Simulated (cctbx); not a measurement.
# Reading a Patterson map

Space group Pnna (no. 52), a = 6.5250 Å, b = 9.9530 Å, c = 10.1240 Å, α = 90.00°, β = 90.00°, γ = 90.00°, content Ir8 Ca12 P16.

Simulated single-crystal data (cctbx): Cu Kα, λ = 1.54184 Å, to d = 0.8 Å, 80 % of the full sphere, strongest reflection 5000 counts, noise from counting, a 2 % proportional error and a noise floor of 8 counts (s.d.); no absorption, some extinction.

Patterson synthesis, origin scaled to 1000:

```text
Patterson group P m m m
      u       v       w   height  length (A)
  0.000   0.000   0.000   1000.0     0.00
  0.500   0.500   0.500    459.1     7.81
  0.500   0.000   0.500    435.2     6.02
  0.000   0.500   0.079    215.5     5.04
  0.378   0.500   0.000    213.9     5.55
  0.121   0.500   0.500    213.9     7.14
  0.188   0.250   0.035    213.1     2.80
  0.312   0.250   0.465    210.4     5.70
  0.500   0.000   0.103     93.2     3.43
  0.500   0.500   0.176     85.2     6.21
  0.000   0.500   0.407     84.8     6.46
  0.000   0.000   0.329     71.8     3.33
  0.124   0.151   0.348     47.6     3.91
  0.187   0.401   0.187     45.8     4.58
```

Q: Assign the vectors.

A peak at u stands for all pairs with xi − xj = u, with weight Σ ZiZj against Σ Z² = 55832 at the origin. Peak heights follow these weights only roughly, since form factors, motion and series ripples differ, all vectors within 0.55 Å of a peak are counted as merged into it though the farther ones add only part of their weight, and F(000) is left out, which lowers the whole map:

| u | v | w | shortest length (Å) | height | 1000 ΣZiZj/ΣZ² | pairs in the cell |
| --- | --- | --- | --- | --- | --- | --- |
| 0.500 | 0.500 | 0.500 | 7.81 | 459 | 453 | 4 × Ir–Ir, 4 × Ca–Ca |
| 0.500 | 0.000 | 0.500 | 6.02 | 435 | 425 | 4 × Ir–Ir |
| 0.000 | 0.500 | 0.079 | 5.04 | 216 | 212 | 2 × Ir–Ir |
| 0.378 | 0.500 | 0.000 | 5.55 | 214 | 212 | 2 × Ir–Ir |
| 0.121 | 0.500 | 0.500 | 7.14 | 214 | 229 | 2 × Ir–Ir, 4 × P–P |
| 0.188 | 0.250 | 0.035 | 2.80 | 213 | 212 | 2 × Ir–Ir |
| 0.312 | 0.250 | 0.465 | 5.70 | 210 | 212 | 2 × Ir–Ir |
| 0.500 | 0.000 | 0.103 | 3.43 | 93 | 139 | 4 × Ir–Ca, 4 × Ca–Ca |
| 0.500 | 0.500 | 0.176 | 6.21 | 85 | 126 | 4 × Ir–Ca, 4 × P–P |
| 0.000 | 0.500 | 0.407 | 6.46 | 85 | 110 | 4 × Ir–Ca |

The table stops at ten peaks or at a height of 45, below which ripples compete. In the model behind the data Ir, the heaviest element, has 2 independent sites: (0.0612, 1/4, 1/4) and (1/4, 0, 0.2106), up to an allowed shift of origin; the Ir–Ir vectors are differences of these positions and their symmetry mates. The whole model:

```csv
atom,mult.,x,y,z,Ueq (Å²)
Ir1,4,0.0612,1/4,1/4,0.0132
Ir2,4,1/4,0,0.2106,0.0123
Ca1,4,1/4,0,0.8856,0.0212
Ca2,8,0.1352,0.3334,0.9368,0.0166
P1,8,0.9963,0.0703,0.3422,0.0272
P2,8,0.4010,0.1344,0.1009,0.0258
```

This is a model crystal, built by substitution and not relaxed, with assumed displacement parameters.

[Logs are printed without paths, hosts, clocks, repeated set-up lines and the standing remarks that a program may print on its own settings, such as how far it seeks lower states.]
